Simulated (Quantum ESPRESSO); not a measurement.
## Collinear magnetic orders of MnPt with Quantum ESPRESSO

Aim: find out which collinear order of MnPt costs least.

Main program and level: Quantum ESPRESSO 7.5; LDA; plane waves with GBRV 1.5 LDA potentials, no spin-orbit coupling.

### Step 1. Starting point

It takes space group P4/mmm (No. 123, tetragonal). Conventional cell: a = 2.830 Å, b = 2.830 Å, c = 3.660 Å, α = 90.00°, β = 90.00°, γ = 90.00°. Nearest to Mn lie 8 Pt at 2.71 Å and 4 Mn at 2.83 Å. Pt has 8 Mn at 2.71 Å and 4 Pt at 2.83 Å nearest. Farther neighbours are not listed.

The cell comes from the Crystallography Open Database.

### Step 2. Start 1: ferro +

The signs are those of the starting moments on the seeded atoms, the atoms that are given a moment.

The input, pw.in:

```
&CONTROL
  calculation = 'scf'
  prefix = 'pwscf'
  outdir = './tmp'
  pseudo_dir = './pseudo'
  disk_io = 'nowf'
/
&SYSTEM
  ibrav = 0
  nat = 2
  ntyp = 2
  ecutwfc = 40
  ecutrho = 280
  nbnd = 24
  occupations = 'smearing'
  smearing = 'fd'
  degauss = 0.00734986
  nspin = 2
  starting_magnetization(1) = 0.2333
  starting_magnetization(2) = 0
/
&ELECTRONS
  conv_thr = 4d-09
  electron_maxstep = 150
  mixing_beta = 0.3
/
ATOMIC_SPECIES
Mn     54.9380 mn_lda_v1.5.uspp.F.UPF
Pt    195.0840 pt_lda_v1.4.uspp.F.UPF
CELL_PARAMETERS angstrom
   2.8300000000    0.0000000000    0.0000000000
   0.0000000000    2.8300000000    0.0000000000
   0.0000000000    0.0000000000    3.6600000000
ATOMIC_POSITIONS crystal
Mn      0.0000000000    0.0000000000    0.0000000000
Pt      0.5000000000    0.5000000000    0.5000000000
K_POINTS automatic
10 10 10 0 0 0
```

Command:

```console
> OMP_NUM_THREADS=1 mpirun -n 4 pw.x -nk 4 -in pw.in > pw.out
```

Output:

```text
Program PWSCF v.7.5 starts

     Message from routine setup:
     using ibrav=0 with symmetry is DISCOURAGED, use correct ibrav instead

     K-points division:     npool     =       4
     Subspace diagonalization in iterative solution of the eigenvalue problem:

     G-vector sticks info
     --------------------
     sticks:   dense  smooth     PW     G-vecs:    dense   smooth      PW
     Sum         641     357    121                15733     6759    1257

     Using Slab Decomposition

     bravais-lattice index     =            0
     lattice parameter (alat)  =       5.3479  a.u.
     unit-cell volume          =     197.8111 (a.u.)^3
     number of atoms/cell      =            2
     number of atomic types    =            2
     number of electrons       =        31.00
     number of Kohn-Sham states=           24
     kinetic-energy cutoff     =      40.0000  Ry
     charge density cutoff     =     280.0000  Ry
     scf convergence threshold =      4.0E-09
     mixing beta               =       0.3000
     number of iterations used =            8  plain     mixing
     Exchange-correlation=  SLA  PZ   NOGX NOGC
                           (   1   1   0   0   0   0   0)

     celldm(1)=   5.347925  celldm(2)=   0.000000  celldm(3)=   0.000000
     celldm(4)=   0.000000  celldm(5)=   0.000000  celldm(6)=   0.000000

     crystal axes: (cart. coord. in units of alat)
               a(1) = (   1.000000   0.000000   0.000000 )
               a(2) = (   0.000000   1.000000   0.000000 )
               a(3) = (   0.000000   0.000000   1.293286 )

     reciprocal axes: (cart. coord. in units 2 pi/alat)
               b(1) = (  1.000000  0.000000  0.000000 )
               b(2) = (  0.000000  1.000000  0.000000 )
               b(3) = (  0.000000  0.000000  0.773224 )

     PseudoPot. # 1 for Mn read from file:
     mn_lda_v1.5.uspp.F.UPF
     Pseudo is Ultrasoft + core correction, Zval = 15.0
     Generated by new atomic code, or converted to UPF format
     Using radial grid of  859 points,  6 beta functions with:
                l(1) =   0
                l(2) =   0
                l(3) =   1
                l(4) =   1
                l(5) =   2
                l(6) =   2
     Q(r) pseudized with  8 coefficients,  rinner =    0.950   0.950   0.950
                                                       0.950   0.950

     PseudoPot. # 2 for Pt read from file:
     pt_lda_v1.4.uspp.F.UPF
     Pseudo is Ultrasoft + core correction, Zval = 16.0
     Generated by new atomic code, or converted to UPF format
     Using radial grid of  985 points,  6 beta functions with:
                l(1) =   0
                l(2) =   0
                l(3) =   1
                l(4) =   1
                l(5) =   2
                l(6) =   2
     Q(r) pseudized with  8 coefficients,  rinner =    1.300   1.300   1.300
                                                       1.300   1.300

     atomic species   valence    mass     pseudopotential
     Mn               15.00    54.93800     Mn( 1.00)
     Pt               16.00   195.08400     Pt( 1.00)

     Starting magnetic structure
     atomic species   magnetization
     Mn              0.233
     Pt              0.000

     16 Sym. Ops., with inversion, found

   Cartesian axes

     site n.     atom                  positions (alat units)
         1        Mn     tau(   1) = (   0.0000000   0.0000000   0.0000000  )
         2        Pt     tau(   2) = (   0.5000000   0.5000000   0.6466431  )

     number of k points=   126  Fermi-Dirac smearing, width (Ry)=  0.0073

     Number of k-points >= 100: set verbosity='high' to print them.

     Dense  grid:    15733 G-vectors     FFT dimensions: (  30,  30,  40)

     Smooth grid:     6759 G-vectors     FFT dimensions: (  24,  24,  27)

     Check: negative core charge=   -0.000035
     Generating pointlists ...
     new r_m :   0.3953 (alat units)  2.1138 (a.u.) for type    1
     new r_m :   0.3953 (alat units)  2.1138 (a.u.) for type    2

     Initial potential from superposition of free atoms

     starting charge      29.9999, renormalised to      31.0000

     negative rho (up, down):  9.045E-02 9.061E-02
     Starting wfcs are   25 randomized atomic wfcs

     Self-consistent Calculation

     iteration #  1     ecut=    40.00 Ry     beta= 0.30
     Davidson diagonalization with overlap
     ethr =  1.00E-02,  avg # of iterations =  4.3

     negative rho (up, down):  8.556E-02 8.557E-02

     total energy              =    -421.63194731 Ry
     estimated scf accuracy    <       2.46733590 Ry

     total magnetization       =     2.31 Bohr mag/cell
     absolute magnetization    =     2.49 Bohr mag/cell

     iteration #  2     ecut=    40.00 Ry     beta= 0.30
     Davidson diagonalization with overlap
     ethr =  7.96E-03,  avg # of iterations =  2.0

     negative rho (up, down):  8.552E-02 8.517E-02

     total energy              =    -421.75175488 Ry
     estimated scf accuracy    <       1.04338486 Ry

     total magnetization       =     3.08 Bohr mag/cell
     absolute magnetization    =     3.10 Bohr mag/cell

     iteration #  3     ecut=    40.00 Ry     beta= 0.30
     Davidson diagonalization with overlap
     ethr =  3.37E-03,  avg # of iterations =  1.9

     negative rho (up, down):  8.448E-02 8.382E-02

     total energy              =    -421.85878394 Ry
     estimated scf accuracy    <       1.42663548 Ry

     total magnetization       =     2.62 Bohr mag/cell
     absolute magnetization    =     2.71 Bohr mag/cell

     [... further iterations left out ...]

     iteration # 12     ecut=    40.00 Ry     beta= 0.30
     Davidson diagonalization with overlap
     ethr =  4.12E-09,  avg # of iterations =  1.6

     negative rho (up, down):  8.460E-02 8.110E-02

     total energy              =    -422.00866655 Ry
     estimated scf accuracy    <       0.00000008 Ry

     total magnetization       =     4.04 Bohr mag/cell
     absolute magnetization    =     4.09 Bohr mag/cell

     iteration # 13     ecut=    40.00 Ry     beta= 0.30
     Davidson diagonalization with overlap
     ethr =  2.45E-10,  avg # of iterations =  1.9

     negative rho (up, down):  8.460E-02 8.110E-02

     total energy              =    -422.00866657 Ry
     estimated scf accuracy    <       0.00000002 Ry

     total magnetization       =     4.04 Bohr mag/cell
     absolute magnetization    =     4.09 Bohr mag/cell

     iteration # 14     ecut=    40.00 Ry     beta= 0.30
     Davidson diagonalization with overlap
     ethr =  6.74E-11,  avg # of iterations =  1.4

     negative rho (up, down):  8.460E-02 8.110E-02

     total energy              =    -422.00866658 Ry
     estimated scf accuracy    <          5.6E-09 Ry

     total magnetization       =     4.04 Bohr mag/cell
     absolute magnetization    =     4.09 Bohr mag/cell

     iteration # 15     ecut=    40.00 Ry     beta= 0.30
     Davidson diagonalization with overlap
     ethr =  1.80E-11,  avg # of iterations =  2.0

     negative rho (up, down):  8.460E-02 8.110E-02

     Magnetic moment per site  (integrated on atomic sphere of radius R)
     atom   1 (R=0.395)  charge= 13.6291  magn=  3.5777
     atom   2 (R=0.395)  charge= 13.8783  magn=  0.3556

     End of self-consistent calculation

     Number of k-points >= 100: set verbosity='high' to print the bands.

     the Fermi energy is    18.5416 ev

!    total energy              =    -422.00866658 Ry
     estimated scf accuracy    <          1.3E-10 Ry
     smearing contrib. (-TS)   =      -0.00424083 Ry
     internal energy E=F+TS    =    -422.00442575 Ry

     The total energy is F=E-TS. E is the sum of the following terms:
     one-electron contribution =    -119.47319381 Ry
     hartree contribution      =      80.79607760 Ry
     xc contribution           =     -83.08784022 Ry
     ewald contribution        =    -300.23946933 Ry

     total magnetization       =     4.04 Bohr mag/cell
     absolute magnetization    =     4.09 Bohr mag/cell

     convergence has been achieved in  15 iterations

=------------------------------------------------------------------------------=
   JOB DONE.
=------------------------------------------------------------------------------=
```

The job ended after 22 s (4 MPI ranks of Arm Neoverse V2, shared host; peak memory 0.34 GiB; 86 s of CPU time).

Spin moment in the atom's sphere by atom:

```csv
atom,spin moment in the atom's sphere (μB)
Mn1,3.58
Pt2,0.36
```

Numbers from this step:

| Property | Result |
| --- | --- |
| smearing term TS | 0.05770 eV |
| magnetization | 4.042 μB |
| absolute magnetization | 4.092 μB |
| final state | ferromagnetic |

### Step 3. Run 2 (antiferro q=(1/2,1/2,0) +−)

This order needs a doubled cell of 4 atoms. The wavevector q is in fractions of the reciprocal vectors of the crystal's primitive cell, as the cells of these inputs are built from it; moments change sign between cells as cos(2π q·R).

The input, pw.in:

```
&CONTROL
  calculation = 'scf'
  prefix = 'pwscf'
  outdir = './tmp'
  pseudo_dir = './pseudo'
  disk_io = 'nowf'
/
&SYSTEM
  ibrav = 0
  nat = 4
  ntyp = 3
  ecutwfc = 40
  ecutrho = 280
  nbnd = 41
  occupations = 'smearing'
  smearing = 'fd'
  degauss = 0.00734986
  nspin = 2
  starting_magnetization(1) = 0.2333
  starting_magnetization(2) = -0.2333
  starting_magnetization(3) = 0
/
&ELECTRONS
  conv_thr = 8d-09
  electron_maxstep = 150
  mixing_beta = 0.3
/
ATOMIC_SPECIES
Mn1    54.9380 mn_lda_v1.5.uspp.F.UPF
Mn2    54.9380 mn_lda_v1.5.uspp.F.UPF
Pt    195.0840 pt_lda_v1.4.uspp.F.UPF
CELL_PARAMETERS angstrom
   5.6600000000    0.0000000000    0.0000000000
   2.8300000000    2.8300000000    0.0000000000
   0.0000000000    0.0000000000    3.6600000000
ATOMIC_POSITIONS crystal
Mn1     0.0000000000    0.0000000000    0.0000000000
Mn2     0.5000000000    0.0000000000    0.0000000000
Pt      0.0000000000    0.5000000000    0.5000000000
Pt      0.5000000000    0.5000000000    0.5000000000
K_POINTS automatic
5 10 10 0 0 0
```

Output:

```text
[banner, memory and clock lines left out]
Program PWSCF v.7.5 starts

     Message from routine setup:
     using ibrav=0 with symmetry is DISCOURAGED, use correct ibrav instead

     bravais-lattice index     =            0
     lattice parameter (alat)  =      10.6958  a.u.
     unit-cell volume          =     395.6221 (a.u.)^3
     number of atoms/cell      =            4
     number of atomic types    =            3
     number of electrons       =        62.00
     number of Kohn-Sham states=           41
     kinetic-energy cutoff     =      40.0000  Ry
     charge density cutoff     =     280.0000  Ry
     scf convergence threshold =      8.0E-09
     mixing beta               =       0.3000
     number of iterations used =            8  plain     mixing
     Exchange-correlation=  SLA  PZ   NOGX NOGC
                           (   1   1   0   0   0   0   0)

     celldm(1)=  10.695850  celldm(2)=   0.000000  celldm(3)=   0.000000
     celldm(4)=   0.000000  celldm(5)=   0.000000  celldm(6)=   0.000000

     crystal axes: (cart. coord. in units of alat)
               a(1) = (   1.000000   0.000000   0.000000 )
               a(2) = (   0.500000   0.500000   0.000000 )
               a(3) = (   0.000000   0.000000   0.646643 )

     reciprocal axes: (cart. coord. in units 2 pi/alat)
               b(1) = (  1.000000 -1.000000  0.000000 )
               b(2) = (  0.000000  2.000000  0.000000 )
               b(3) = (  0.000000  0.000000  1.546448 )

     PseudoPot. # 1 for Mn read from file:
     mn_lda_v1.5.uspp.F.UPF
     Pseudo is Ultrasoft + core correction, Zval = 15.0

     PseudoPot. # 2 for Mn read from file:
     mn_lda_v1.5.uspp.F.UPF
     Pseudo is Ultrasoft + core correction, Zval = 15.0

     PseudoPot. # 3 for Pt read from file:
     pt_lda_v1.4.uspp.F.UPF
     Pseudo is Ultrasoft + core correction, Zval = 16.0

     atomic species   valence    mass     pseudopotential
     Mn1              15.00    54.93800     Mn( 1.00)
     Mn2              15.00    54.93800     Mn( 1.00)
     Pt               16.00   195.08400     Pt( 1.00)

     Starting magnetic structure
     atomic species   magnetization
     Mn1             0.233
     Mn2            -0.233
     Pt              0.000

     16 Sym. Ops., with inversion, found

   Cartesian axes

     site n.     atom                  positions (alat units)
         1        Mn1    tau(   1) = (   0.0000000   0.0000000   0.0000000  )
         2        Mn2    tau(   2) = (   0.5000000   0.0000000   0.0000000  )
         3        Pt     tau(   3) = (   0.2500000   0.2500000   0.3233216  )
         4        Pt     tau(   4) = (   0.7500000   0.2500000   0.3233216  )

     number of k points=    72  Fermi-Dirac smearing, width (Ry)=  0.0073
                       cart. coord. in units 2pi/alat
        k(    1) = (   0.0000000   0.0000000   0.0000000), wk =   0.0020000
        k(    2) = (   0.0000000   0.0000000   0.1546448), wk =   0.0040000
        k(    3) = (   0.0000000   0.0000000   0.3092896), wk =   0.0040000
        k(    4) = (   0.0000000   0.0000000   0.4639344), wk =   0.0040000
        k(    5) = (   0.0000000   0.0000000   0.6185792), wk =   0.0040000
        [... 67 further k-points ...]

     Dense  grid:    31333 G-vectors     FFT dimensions: (  60,  45,  40)

     Smooth grid:    13543 G-vectors     FFT dimensions: (  45,  32,  27)

     Check: negative core charge=   -0.000035
     Generating pointlists ...
     new r_m :   0.1976 (alat units)  2.1138 (a.u.) for type    1
     new r_m :   0.1976 (alat units)  2.1138 (a.u.) for type    2
     new r_m :   0.1976 (alat units)  2.1138 (a.u.) for type    3

     Initial potential from superposition of free atoms

     starting charge      59.9998, renormalised to      62.0000

     negative rho (up, down):  1.824E-01 1.824E-01
     Starting wfcs are   50 randomized atomic wfcs

     Self-consistent Calculation

     iteration #  1     ecut=    40.00 Ry     beta= 0.30
     Davidson diagonalization with overlap
     ethr =  1.00E-02,  avg # of iterations =  2.0

     negative rho (up, down):  1.730E-01 1.730E-01

     total energy              =    -843.44958482 Ry
     estimated scf accuracy    <       4.54455973 Ry

     total magnetization       =     0.00 Bohr mag/cell
     absolute magnetization    =     5.28 Bohr mag/cell

     iteration #  2     ecut=    40.00 Ry     beta= 0.30
     Davidson diagonalization with overlap
     ethr =  7.33E-03,  avg # of iterations =  2.0

     negative rho (up, down):  1.723E-01 1.723E-01

     total energy              =    -843.71512263 Ry
     estimated scf accuracy    <       1.29650242 Ry

     total magnetization       =    -0.00 Bohr mag/cell
     absolute magnetization    =     6.64 Bohr mag/cell

     [... further iterations left out ...]

     iteration # 13     ecut=    40.00 Ry     beta= 0.30
     Davidson diagonalization with overlap
     ethr =  2.94E-09,  avg # of iterations =  2.0

     negative rho (up, down):  1.683E-01 1.683E-01

     total energy              =    -844.06690580 Ry
     estimated scf accuracy    <          9.4E-09 Ry

     total magnetization       =     0.00 Bohr mag/cell
     absolute magnetization    =     7.55 Bohr mag/cell

     iteration # 14     ecut=    40.00 Ry     beta= 0.30
     Davidson diagonalization with overlap
     ethr =  1.52E-11,  avg # of iterations =  4.5

     negative rho (up, down):  1.683E-01 1.683E-01

     Magnetic moment per site  (integrated on atomic sphere of radius R)
     atom   1 (R=0.198)  charge= 13.6165  magn=  3.5703
     atom   2 (R=0.198)  charge= 13.6165  magn= -3.5703
     atom   3 (R=0.198)  charge= 13.8811  magn= -0.0000
     atom   4 (R=0.198)  charge= 13.8811  magn=  0.0000

     End of self-consistent calculation

     Number of k-points >= 100: set verbosity='high' to print the bands.

     the Fermi energy is    18.9295 ev

!    total energy              =    -844.06690581 Ry
     estimated scf accuracy    <          1.4E-09 Ry
     smearing contrib. (-TS)   =      -0.00237911 Ry
     internal energy E=F+TS    =    -844.06452670 Ry

     The total energy is F=E-TS. E is the sum of the following terms:
     one-electron contribution =    -238.70442142 Ry
     hartree contribution      =     161.23482871 Ry
     xc contribution           =    -166.11599534 Ry
     ewald contribution        =    -600.47893865 Ry

     total magnetization       =     0.00 Bohr mag/cell
     absolute magnetization    =     7.55 Bohr mag/cell

     convergence has been achieved in  14 iterations
```

Wall time 49 s (4 MPI ranks); peak memory 0.53 GiB; 3.2 min of CPU time.

Spin moment in the atom's sphere by atom:

```
atom  spin moment in the atom's sphere (μB)
 Mn1                                   3.57
 Mn2                                  -3.57
 Pt3                                   0.00
 Pt4                                   0.00
```

Numbers from this step:

| Item | Value |
| --- | --- |
| smearing term TS | 0.03237 eV |
| magnetization | 0 μB |
| absolute magnetization | 7.547 μB |
| final state | antiferromagnetic |

### Step 4. Run 3 (antiferro q=(0,0,1/2) +−)

This order needs a doubled cell of 4 atoms.

Edit pw.in of step 3 so:

```diff
@@ -32,11 +32,11 @@
 CELL_PARAMETERS angstrom
-   5.6600000000    0.0000000000    0.0000000000
-   2.8300000000    2.8300000000    0.0000000000
-   0.0000000000    0.0000000000    3.6600000000
+   2.8300000000    0.0000000000    0.0000000000
+   0.0000000000    2.8300000000    0.0000000000
+   0.0000000000    0.0000000000    7.3200000000
 ATOMIC_POSITIONS crystal
 Mn1     0.0000000000    0.0000000000    0.0000000000
-Mn2     0.5000000000    0.0000000000    0.0000000000
-Pt      0.0000000000    0.5000000000    0.5000000000
-Pt      0.5000000000    0.5000000000    0.5000000000
+Mn2     0.0000000000    0.0000000000    0.5000000000
+Pt      0.5000000000    0.5000000000    0.2500000000
+Pt      0.5000000000    0.5000000000    0.7500000000
 K_POINTS automatic
-5 10 10 0 0 0
+10 10 5 0 0 0
```

Output:

```text
     [... lines left out ...]
Program PWSCF v.7.5 starts
     [... lines left out ...]
     number of atoms/cell      =            4
     [... lines left out ...]
     number of electrons       =        62.00
     number of Kohn-Sham states=           41
     kinetic-energy cutoff     =      40.0000  Ry
     charge density cutoff     =     280.0000  Ry
     scf convergence threshold =      8.0E-09
     [... lines left out ...]
     16 Sym. Ops., with inversion, found
     [... lines left out ...]
     number of k points=    63  Fermi-Dirac smearing, width (Ry)=  0.0073
     [... lines left out ...]
     iteration # 14     ecut=    40.00 Ry     beta= 0.30
     [... lines left out ...]
     Magnetic moment per site  (integrated on atomic sphere of radius R)
     atom   1 (R=0.395)  charge= 13.6344  magn=  3.5553
     atom   2 (R=0.395)  charge= 13.6334  magn= -3.5552
     atom   3 (R=0.395)  charge= 13.8767  magn=  0.0000
     atom   4 (R=0.395)  charge= 13.8767  magn=  0.0000
     [... lines left out ...]
     the Fermi energy is    18.6263 ev
!    total energy              =    -844.02655606 Ry
     estimated scf accuracy    <          4.7E-09 Ry
     smearing contrib. (-TS)   =      -0.00803284 Ry
     [... lines left out ...]
     total magnetization       =    -0.00 Bohr mag/cell
     absolute magnetization    =     7.65 Bohr mag/cell
     convergence has been achieved in  14 iterations
```

It took 42 s on 4 MPI ranks; peak memory 0.5 GiB.

Spin moment in the atom's sphere by atom:

| atom | spin moment in the atom's sphere (μB) |
| --- | --- |
| Mn1 | 3.56 |
| Mn2 | -3.56 |
| Pt3 | 0.00 |
| Pt4 | 0.00 |

Read from the output:

```
smearing term TS       : 0.1093 eV
magnetization          : 0 μB
absolute magnetization : 7.649 μB
final state            : antiferromagnetic
```

(Part 1 of 2 ends here.)

[Logs and program files are shortened in this print: banners, set-up blocks, solver, clock and traceback lines can be left out without a mark of their own.]

[Logs are printed without paths, hosts, clocks, repeated set-up lines and the standing remarks that a program may print on its own settings, such as how far it seeks lower states.]

[Hosts, paths, dates, database ids (printed as entryN), source tags and the programs' standing remarks are cut or masked in the printed files.]

[Where a cell is said to come from a database of computed structures, the database is the Materials Project.]
